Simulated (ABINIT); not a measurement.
# InP (F-43m): G0W0 in ABINIT against the bands in the self-energy

How does the gap of InP (F-43m) converge in the bands in the self-energy?

Program: ABINIT 10.8.3. Level of theory: PBE and many-body steps on it, plane waves. Results are calculated unless marked as measured.

The database entry behind the starting cell differs from later determinations by our own check (0.1 to 0.3 % short, probably kX units), so it need not match the best structure at ambient conditions.

**1. Starting point**

Symmetry: F-43m, No. 216, cubic system. Conventional cell: a = 5.861 Å, b = 5.861 Å, c = 5.861 Å, α = 90.00°, β = 90.00°, γ = 90.00°. Nearest to In lie 4 P at 2.54 Å. P has 4 In at 2.54 Å nearest. Farther neighbours are not listed.

The cell and positions come from the Crystallography Open Database and are kept as given unless a step says otherwise.

**2. Screening, 4×4×4 mesh, 332 bands, screening to 272.1 eV**

This step: ABINIT 10.8.3; RPA screening on PBE, plane waves, norm-conserving pseudopotentials.

The RPA dielectric matrix is built and inverted for each q.

Contents of run.abi:

```
acell 3*1.0 Angstrom
rprim 
  -0.000000000000 2.930500000000 2.930500000000
  2.930500000000 -0.000000000000 2.930500000000
  2.930500000000 2.930500000000 -0.000000000000
ntypat 2
znucl 49 15
natom 2
typat 1 2
xred 
  0.000000000000 0.000000000000 0.000000000000
  0.250000000000 0.250000000000 0.250000000000
pp_dirpath "pseudos"
pseudos "In.upf, P.upf"
ecut 31
ngkpt 4 4 4
nshiftk 1
shiftk 0 0 0
kptopt 1
chksymbreak 0
istwfk *1
occopt 1
irdwfk 1
optdriver 3
nband 332
ecuteps 10
inclvkb 2
awtr 1
symchi 1
indata_prefix "in"
outdata_prefix "out"
tmpdata_prefix "tmp"
```

Started as:

```sh
$ OMP_NUM_THREADS=1 mpirun -n 4 abinit run.abi > log
```

Output:

```text
.Version 10.8.3 of ABINIT. v10.8.2 released Aug 2026.

 Symmetries : space group F-4 3 m (#216); Bravais cF (face-center cubic)
[... echo of the input left out ...]
== DATASET  1 ==================================================================
-   mpi_nproc: 4, omp_nthreads: 1 (-1 if OMP is not activated)

--- !DatasetInfo
iteration_state: {dtset: 1, }
dimensions: {natom: 2, nkpt: 8, mband: 332, nsppol: 1, nspinor: 1, nspden: 1, mpw: 2826, }
cutoff_energies: {ecut:  31.0, pawecutdg:  -1.0, }
electrons: {nelect:   1.80000000E+01, charge:   0.00000000E+00, occopt:   1.00000000E+00, tsmear:   1.00000000E-02, }

 SCREENING: Calculation of the susceptibility and dielectric matrices

 Based on a program developped by R.W. Godby, V. Olevano, G. Onida, and L. Reining.
 Incorporated in ABINIT by V. Olevano, G.-M. Rignanese, and M. Torrent.
.Using double precision arithmetic ; gwpc =  8

[... cell and pseudopotentials left out ...]
--------------------------------------------------------------------------------

 ==== K-mesh for the wavefunctions ====
 Number of points in the irreducible wedge :     8
[... list of points left out ...]
 Together with 24 symmetry operations and time-reversal symmetry
 yields    64 points in the full Brillouin Zone.

 ==== Q-mesh for the screening function ====
 Number of points in the irreducible wedge :     8
[... list of points left out ...]
 Together with 24 symmetry operations and time-reversal symmetry
 yields    64 points in the full Brillouin Zone.

 setmesh: FFT mesh size selected  =    32x   32x   32
          total number of points  =        32768

 vcoul_init : cutoff-mode = AUXILIARY_FUNCTION
 q-points for optical limit:   1
     1)      0.000010    0.000020    0.000030

- screening: taking advantage of time-reversal symmetry
- Maximum band index for partially occupied states nbvw = 9
- Remaining bands to be divided among processors   nbcw = 323
- Number of bands treated by each node ~80

 Number of electrons calculated from density =   18.0000; Expected =   18.0000
 average of density, n =  0.052993
 r_s =    1.6516
 omega_plasma =   22.2058 [eV]

 calculating chi0 at frequencies [eV] :
  1    0.000000E+00    0.000000E+00
  2    0.000000E+00    2.220578E+01

--------------------------------------------------------------------------------
  q-point number  1        q = ( 0.000000, 0.000000, 0.000000) [r.l.u.]
--------------------------------------------------------------------------------
[... chi0 elements left out ...]
 For q-point:  0.000010 0.000020 0.000030
  dielectric constant =  42.8034
  dielectric constant without local fields =  45.2211

  Average fulfillment of the sum rule on Im[epsilon] for q-point    1 :    133.96  [%]
[... wings left out ...]
  q-point number  2        q = ( 0.250000, 0.000000, 0.000000) [r.l.u.]
--------------------------------------------------------------------------------
[... chi0 elements left out ...]
  Average fulfillment of the sum rule on Im[epsilon] for q-point    2 :    154.91  [%]

 [... 6 further q-points ...]
```

It took 2.7 min on 4 MPI ranks of Arm Neoverse V1, shared host; peak memory 2 GiB; 11 min of CPU time.

This step gave:

| Item | Value |
| --- | --- |
| ε∞ with local fields, on this mesh, along the program's q direction | 42.80 |
| the same without local fields | 45.22 |
| plasma frequency | 22.21 eV |
| plane waves in the screening matrix | 531 |

Local fields lower ε∞ by 5 %. On a Γ-centred mesh this coarse the value itself is usually too large, while a short band sum pulls it down.

**3. 17 bands**

This step: G0W0 on PBE, plane waves, norm-conserving pseudopotentials.

Changes to run.abi since step 2:

```diff
@@ -23,8 +23,15 @@
 irdwfk 1
-optdriver 3
-nband 332
+optdriver 4
+nband 17
+gwcalctyp 0
+ecutsigx 31
+symsigma 1
+nkptgw 1
+kptgw 
+  0.0000000000 0.0000000000 0.0000000000
+bdgw 
+  7 13
 ecuteps 10
-inclvkb 2
-awtr 1
-symchi 1
+irdscr 1
+ppmodel 1
 indata_prefix "in"
```

Output:

```text
.Version 10.8.3 of ABINIT. v10.8.2 released Aug 2026.

 Symmetries : space group F-4 3 m (#216); Bravais cF (face-center cubic)
[... echo of the input left out ...]
== DATASET  1 ==================================================================
-   mpi_nproc: 4, omp_nthreads: 1 (-1 if OMP is not activated)

--- !DatasetInfo
iteration_state: {dtset: 1, }
dimensions: {natom: 2, nkpt: 8, mband: 17, nsppol: 1, nspinor: 1, nspden: 1, mpw: 2826, }
cutoff_energies: {ecut:  31.0, pawecutdg:  -1.0, }
electrons: {nelect:   1.80000000E+01, charge:   0.00000000E+00, occopt:   1.00000000E+00, tsmear:   1.00000000E-02, }

 SIGMA: Calculation of the GW corrections

 Based on a program developped by R.W. Godby, V. Olevano, G. Onida, and L. Reining.
 Incorporated in ABINIT by V. Olevano, G.-M. Rignanese, and M. Torrent.
.Using double precision arithmetic ; gwpc =  8

[... cell and pseudopotentials left out ...]
--------------------------------------------------------------------------------

 ==== K-mesh for the wavefunctions ====
 Number of points in the irreducible wedge :     8
[... list of points left out ...]
 Together with 24 symmetry operations and time-reversal symmetry
 yields    64 points in the full Brillouin Zone.

 ==== Q-mesh for screening function ====
 Number of points in the irreducible wedge :     8
[... list of points left out ...]
 Together with 24 symmetry operations and time-reversal symmetry
 yields    64 points in the full Brillouin Zone.

 vcoul_init : cutoff-mode = AUXILIARY_FUNCTION
 q-points for optical limit:   1
     1)      0.000010    0.000020    0.000030
 setmesh: FFT mesh size selected  =    40x   40x   40
          total number of points  =        64000

 Number of electrons calculated from density =   18.0000; Expected =   18.0000
 average of density, n =  0.052993
 r_s =    1.6516
 omega_plasma =   22.2058 [eV]

 === KS Band Gaps ===
  >>>> For spin  1
   Minimum direct gap =   0.7094 [eV], located at k-point      :   0.0000  0.0000  0.0000
   Fundamental gap    =   0.7094 [eV], Top of valence bands at :   0.0000  0.0000  0.0000
                                       Bottom of conduction at :   0.0000  0.0000  0.0000
 SIGMA fundamental parameters:
 PLASMON POLE MODEL  1
 number of plane-waves for SigmaX                 2741
 number of plane-waves for SigmaC and W            531
 number of plane-waves for wavefunctions          2741
 number of bands                                    17
 number of independent spin polarizations            1
 number of spinorial components                      1
 number of k-points in IBZ                           8
 number of q-points in IBZ                           8
 number of symmetry operations                      24
 number of k-points in BZ                           64
 number of q-points in BZ                           64
 number of frequencies for dSigma/dE                 9
 frequency step for dSigma/dE [eV]                0.25
 number of omega for Sigma on real axis              0
 max omega for Sigma on real axis  [eV]           0.00
 zcut for avoiding poles [eV]                     0.10

 EPSILON^-1 parameters (SCR file):
 dimension of the eps^-1 matrix on file            531
 dimension of the eps^-1 matrix used               531
 number of plane-waves for wavefunctions          2741
 number of bands                                   332
 number of q-points in IBZ                           8
 number of frequencies                               2
 number of real frequencies                          1
 number of imag frequencies                          1

 matrix elements of self-energy operator (all in [eV])

 Perturbative Calculation

--- !SelfEnergy_ee
iteration_state: {dtset: 1, }
kpoint     : [   0.000,    0.000,    0.000, ]
spin       : 1
KS_gap     :    0.709
QP_gap     :    0.995
Delta_QP_KS:    0.286
data: !SigmaeeData |
     Band     E0 <VxcDFT>   SigX SigC(E0)      Z dSigC/dE  Sig(E)    E-E0       E
        7   4.474 -12.528 -14.199   2.639   0.788  -0.268 -11.765   0.764   5.237
        8   4.474 -12.528 -14.199   2.639   0.788  -0.268 -11.765   0.764   5.237
        9   4.474 -12.528 -14.199   2.639   0.788  -0.268 -11.765   0.764   5.237
       10   5.183 -11.291  -7.493  -2.489   0.802  -0.247 -10.241   1.049   6.232
       11   8.562 -10.216  -6.368  -2.508   0.811  -0.233  -9.129   1.087   9.649
       12   8.562 -10.216  -6.368  -2.508   0.811  -0.233  -9.129   1.087   9.649
       13   8.562 -10.216  -6.368  -2.508   0.811  -0.233  -9.129   1.087   9.649

== END DATASET(S) ==============================================================
================================================================================

 -outvars: echo values of variables after computation  --------
           etotal      0.0000000000E+00
            nband          17
             nkpt           8
          spgroup         216
 [... the other variables as echoed above ...]

 Calculation completed.
```

Elapsed: 6.4 s, on 4 MPI ranks; peak memory 0.98 GiB.

This step gave:

```
G0W0 gap on the points computed              : 0.9950 eV
starting gap on the mesh                     : 0.7094 eV
k of the valence top                         : 0, 0, 0
k of the conduction bottom                   : 0, 0, 0
Z at the valence top                         : 0.788
Z at the conduction bottom                   : 0.802
least direct G0W0 gap on the computed points : 0.9950 eV
```

**4. 19 bands**

Changes to run.abi since step 3:

```diff
@@ -24,3 +24,3 @@
 optdriver 4
-nband 17
+nband 19
 gwcalctyp 0
```

Output:

```text
.Version 10.8.3 of ABINIT. v10.8.2 released Aug 2026.

 Symmetries : space group F-4 3 m (#216); Bravais cF (face-center cubic)
[... echo of the input left out ...]
== DATASET  1 ==================================================================
-   mpi_nproc: 4, omp_nthreads: 1 (-1 if OMP is not activated)

--- !DatasetInfo
iteration_state: {dtset: 1, }
dimensions: {natom: 2, nkpt: 8, mband: 19, nsppol: 1, nspinor: 1, nspden: 1, mpw: 2826, }
cutoff_energies: {ecut:  31.0, pawecutdg:  -1.0, }
electrons: {nelect:   1.80000000E+01, charge:   0.00000000E+00, occopt:   1.00000000E+00, tsmear:   1.00000000E-02, }

 SIGMA: Calculation of the GW corrections

 Based on a program developped by R.W. Godby, V. Olevano, G. Onida, and L. Reining.
 Incorporated in ABINIT by V. Olevano, G.-M. Rignanese, and M. Torrent.
.Using double precision arithmetic ; gwpc =  8

[... cell and pseudopotentials left out ...]
--------------------------------------------------------------------------------

 ==== K-mesh for the wavefunctions ====
 Number of points in the irreducible wedge :     8
[... list of points left out ...]
 Together with 24 symmetry operations and time-reversal symmetry
 yields    64 points in the full Brillouin Zone.

 ==== Q-mesh for screening function ====
 Number of points in the irreducible wedge :     8
[... list of points left out ...]
 Together with 24 symmetry operations and time-reversal symmetry
 yields    64 points in the full Brillouin Zone.

 vcoul_init : cutoff-mode = AUXILIARY_FUNCTION
 q-points for optical limit:   1
     1)      0.000010    0.000020    0.000030
 setmesh: FFT mesh size selected  =    40x   40x   40
          total number of points  =        64000

 Number of electrons calculated from density =   18.0000; Expected =   18.0000
[...]
number of q-points in BZ                           64
 number of frequencies for dSigma/dE                 9
 frequency step for dSigma/dE [eV]                0.25
 number of omega for Sigma on real axis              0
 max omega for Sigma on real axis  [eV]           0.00
 zcut for avoiding poles [eV]                     0.10

 EPSILON^-1 parameters (SCR file):
 dimension of the eps^-1 matrix on file            531
 dimension of the eps^-1 matrix used               531
 number of plane-waves for wavefunctions          2741
 number of bands                                   332
 number of q-points in IBZ                           8
 number of frequencies                               2
 number of real frequencies                          1
 number of imag frequencies                          1

 matrix elements of self-energy operator (all in [eV])

 Perturbative Calculation

--- !SelfEnergy_ee
iteration_state: {dtset: 1, }
kpoint     : [   0.000,    0.000,    0.000, ]
spin       : 1
KS_gap     :    0.709
QP_gap     :    0.997
Delta_QP_KS:    0.288
data: !SigmaeeData |
     Band     E0 <VxcDFT>   SigX SigC(E0)      Z dSigC/dE  Sig(E)    E-E0       E
        7   4.474 -12.528 -14.199   2.423   0.785  -0.274 -11.938   0.591   5.064
        8   4.474 -12.528 -14.199   2.423   0.785  -0.274 -11.938   0.591   5.064
        9   4.474 -12.528 -14.199   2.423   0.785  -0.274 -11.938   0.591   5.064
       10   5.183 -11.291  -7.493  -2.697   0.798  -0.253 -10.412   0.878   6.061
       11   8.562 -10.216  -6.368  -2.721   0.807  -0.239  -9.307   0.909   9.471
       12   8.562 -10.216  -6.368  -2.721   0.807  -0.239  -9.307   0.909   9.471
       13   8.562 -10.216  -6.368  -2.721   0.807  -0.239  -9.307   0.909   9.471

== END DATASET(S) ==============================================================
================================================================================

 -outvars: echo values of variables after computation  --------
           etotal      0.0000000000E+00
            nband          19
             nkpt           8
          spgroup         216
 [... the other variables as echoed above ...]

 Calculation completed.
```

The job ended after 6.5 s (4 MPI ranks; peak memory 0.98 GiB).

This step gave:

```yaml
g0w0_gap_on_the_points_computed: 0.9970 eV
starting_gap_on_the_mesh: 0.7094 eV
k_of_the_valence_top: 0, 0, 0
k_of_the_conduction_bottom: 0, 0, 0
z_at_the_valence_top: 0.785
z_at_the_conduction_bottom: 0.798
least_direct_g0w0_gap_on_the_computed_points: 0.9970 eV
```

**5. 37 bands**

Changes to run.abi since step 4:

```diff
@@ -24,3 +24,3 @@
 optdriver 4
-nband 19
+nband 37
 gwcalctyp 0
```

Output:

```text
.Version 10.8.3 of ABINIT. v10.8.2 released Aug 2026.

 Symmetries : space group F-4 3 m (#216); Bravais cF (face-center cubic)
[... echo of the input left out ...]
== DATASET  1 ==================================================================
-   mpi_nproc: 4, omp_nthreads: 1 (-1 if OMP is not activated)

--- !DatasetInfo
iteration_state: {dtset: 1, }
dimensions: {natom: 2, nkpt: 8, mband: 37, nsppol: 1, nspinor: 1, nspden: 1, mpw: 2826, }
cutoff_energies: {ecut:  31.0, pawecutdg:  -1.0, }
electrons: {nelect:   1.80000000E+01, charge:   0.00000000E+00, occopt:   1.00000000E+00, tsmear:   1.00000000E-02, }

 SIGMA: Calculation of the GW corrections

 Based on a program developped by R.W. Godby, V. Olevano, G. Onida, and L. Reining.
 Incorporated in ABINIT by V. Olevano, G.-M. Rignanese, and M. Torrent.
.Using double precision arithmetic ; gwpc =  8

[... cell and pseudopotentials left out ...]
--------------------------------------------------------------------------------

 ==== K-mesh for the wavefunctions ====
 Number of points in the irreducible wedge :     8
[... list of points left out ...]
 Together with 24 symmetry operations and time-reversal symmetry
 yields    64 points in the full Brillouin Zone.

 ==== Q-mesh for screening function ====
 Number of points in the irreducible wedge :     8
[... list of points left out ...]
 Together with 24 symmetry operations and time-reversal symmetry
 yields    64 points in the full Brillouin Zone.

 vcoul_init : cutoff-mode = AUXILIARY_FUNCTION
 q-points for optical limit:   1
     1)      0.000010    0.000020    0.000030
 setmesh: FFT mesh size selected  =    40x   40x   40
          total number of points  =        64000

 Number of electrons calculated from density =   18.0000; Expected =   18.0000
[...]
number of q-points in BZ                           64
 number of frequencies for dSigma/dE                 9
 frequency step for dSigma/dE [eV]                0.25
 number of omega for Sigma on real axis              0
 max omega for Sigma on real axis  [eV]           0.00
 zcut for avoiding poles [eV]                     0.10

 EPSILON^-1 parameters (SCR file):
 dimension of the eps^-1 matrix on file            531
 dimension of the eps^-1 matrix used               531
 number of plane-waves for wavefunctions          2741
 number of bands                                   332
 number of q-points in IBZ                           8
 number of frequencies                               2
 number of real frequencies                          1
 number of imag frequencies                          1

 matrix elements of self-energy operator (all in [eV])

 Perturbative Calculation

--- !SelfEnergy_ee
iteration_state: {dtset: 1, }
kpoint     : [   0.000,    0.000,    0.000, ]
spin       : 1
KS_gap     :    0.709
QP_gap     :    1.000
Delta_QP_KS:    0.291
data: !SigmaeeData |
     Band     E0 <VxcDFT>   SigX SigC(E0)      Z dSigC/dE  Sig(E)    E-E0       E
        7   4.474 -12.528 -14.199   1.700   0.776  -0.289 -12.506   0.023   4.496
        8   4.474 -12.528 -14.199   1.700   0.776  -0.289 -12.506   0.023   4.496
        9   4.474 -12.528 -14.199   1.700   0.776  -0.289 -12.506   0.023   4.496
       10   5.183 -11.291  -7.493  -3.400   0.789  -0.267 -10.977   0.313   5.496
       11   8.562 -10.216  -6.368  -3.542   0.794  -0.260  -9.973   0.243   8.805
       12   8.562 -10.216  -6.368  -3.542   0.794  -0.260  -9.973   0.243   8.805
       13   8.562 -10.216  -6.368  -3.542   0.794  -0.260  -9.973   0.243   8.805

== END DATASET(S) ==============================================================
================================================================================

 -outvars: echo values of variables after computation  --------
           etotal      0.0000000000E+00
            nband          37
             nkpt           8
          spgroup         216
 [... the other variables as echoed above ...]

 Calculation completed.
```

The job ended after 9.9 s (4 MPI ranks; peak memory 1.1 GiB).

This step gave:

| Property | Result |
| --- | --- |
| G0W0 gap on the points computed | 1 eV |
| starting gap on the mesh | 0.7094 eV |
| k of the valence top | 0, 0, 0 |
| k of the conduction bottom | 0, 0, 0 |
| Z at the valence top | 0.776 |
| Z at the conduction bottom | 0.789 |
| least direct G0W0 gap on the computed points | 1 eV |

(Part 1 of 2 ends here.)

[Paths, hosts, dates, memory and timing lines, banners, echoed tables and standing remarks are left out of the program output.]

[Logs are printed without paths, hosts, clocks, repeated set-up lines and the standing remarks that a program may print on its own settings, such as how far it seeks lower states.]

[Runs of the session that timed out or met a known fault of the program may be left out.]

[No measured gap is set beside runs whose start may be inverted or whose files or cutoffs have a known fault.]

[Hosts, paths, dates, database ids (printed as entryN), source tags and the programs' standing remarks are cut or masked in the printed files.]

[G0W0 gaps are taken among the corrected bands and points alone; a level outside them can change the order at an edge.]

[Where Ansatz stands beside ABINIT at settings called matched, ABINIT's density can come from a denser mesh and the files from another edition; pairs whose starting gaps differed by over 0.03 eV were left out, so agreement reads better than it is.]
